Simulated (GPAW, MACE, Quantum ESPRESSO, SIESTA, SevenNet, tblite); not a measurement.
# What went wrong? GPAW on twisted 2H-WS2 double bilayer, 38.21° (84 atoms)

Program: GPAW 26.7.0, a calculation on a cell of 28 W and 56 S, with vacuum.

File run.py:

```python
import numpy as np
from ase.io import read
from gpaw import GPAW, FermiDirac

atoms = read("structure.xyz")
atoms.calc = GPAW(
    mode="lcao",
    basis="dzp",
    h=0.2,
    xc="PBE",
    kpts={"size": (1, 1, 1), "gamma": True},
    occupations=FermiDirac(0.05),
    maxiter=60,
    symmetry={"point_group": False},
    nbands=182,
    txt="gpaw.txt",
)
energy = atoms.get_potential_energy(force_consistent=True)
forces = atoms.get_forces()
print(f"energy {energy:.6f} eV")
print("forces (eV/A)")
for i, (a, f) in enumerate(zip(atoms, forces)):
    print(f"{i:4d} {a.symbol:2s} {f[0]:10.5f} {f[1]:10.5f} {f[2]:10.5f}")
print(f"Fermi level {atoms.calc.get_fermi_level():.4f} eV")
for k in range(len(atoms.calc.get_ibz_k_points())):
    for s in range(atoms.calc.get_number_of_spins()):
        e = atoms.calc.get_eigenvalues(kpt=k, spin=s)
        n = np.searchsorted(e, atoms.calc.get_fermi_level())
        print(f"k {k} spin {s} levels about the Fermi level:", np.round(e[max(n - 6, 0):n], 4).tolist(), "|", np.round(e[n:n + 6], 4).tolist())
```

File structure.xyz:

```xyz
84
Lattice="8.34730 0.00000 0.00000 -4.17365 7.22897 0.00000 0.00000 0.00000 38.21000" Properties=species:S:1:pos:R:3 pbc="T T T"
W 0.56140 1.73951 9.60217
S 1.75285 0.37085 11.17375
S 1.78336 0.30513 7.98360
W -0.00088 4.78551 9.58842
S 1.19320 3.45133 11.10497
S 1.21829 3.42118 7.98513
W 3.58867 0.72463 9.56052
S 0.62459 6.57540 11.15121
S 0.57968 6.57815 8.02143
W 2.98570 3.77967 9.58383
[... 70 atom lines left out ...]
S 1.22384 6.18648 27.07599
W 4.15391 2.43436 28.61050
S 3.60178 4.13136 30.21035
S 3.56885 4.14415 27.03701
```

The run is started by

```
$ OMP_NUM_THREADS=1 python run.py > output.txt
```

What it wrote:

```text
ValueError: Too few bands!  Electrons: 728.0, bands: 182
```

gpaw.txt:

```text
Input parameters:
  mode=LCAO(),
  basis={'default': 'dzp'},
  h=0.2,
  kpts=MonkhorstPack(size=(1, 1, 1), gamma=True),
  maxiter=60,
  nbands=182,
  occupations=Occupations(name='fermi-dirac', width=0.05, fixmagmom=False),
  symmetry=Symmetry(point_group=False),
  xc=XC(name='PBE')
timing:  # [seconds]
  Total: 0.130  # ━━━━━━━━━━━━━━━━━━━━━━━━━━━━━━━━━━━━━━━━━━━━━━━━━━━━━━━━━━━
  Init:  0.109  # ━━━━━━━━━━━━━━━━━━━━━━━━━━━━━━━━━━━━━━━━━━━━━━━━━
```

Run time: 1.3 s. Hardware: 1 thread of Arm Neoverse V2, shared host; peak memory 0.11 GiB.

Banners, paths, timers and routine set-up lines are dropped from the logs unmarked, and long logs keep their key lines alone; longer cuts are marked.

**Question.** Which part of the input is at fault, and how is it mended?

Too few bands: bands 182. Mend: ask for at least half as many bands as electrons, and some more for the smearing.

The program stopped at the start.

[Also dropped from logs without a mark: logging warnings of Python, and SIESTA's first energy breakdown and zero terms.]

[Logs are printed without paths, hosts, clocks, repeated set-up lines and the standing remarks that a program may print on its own settings, such as how far it seeks lower states.]

[Hosts, paths, dates, database ids (printed as entryN), source tags and the programs' standing remarks are cut or masked in the printed files.]
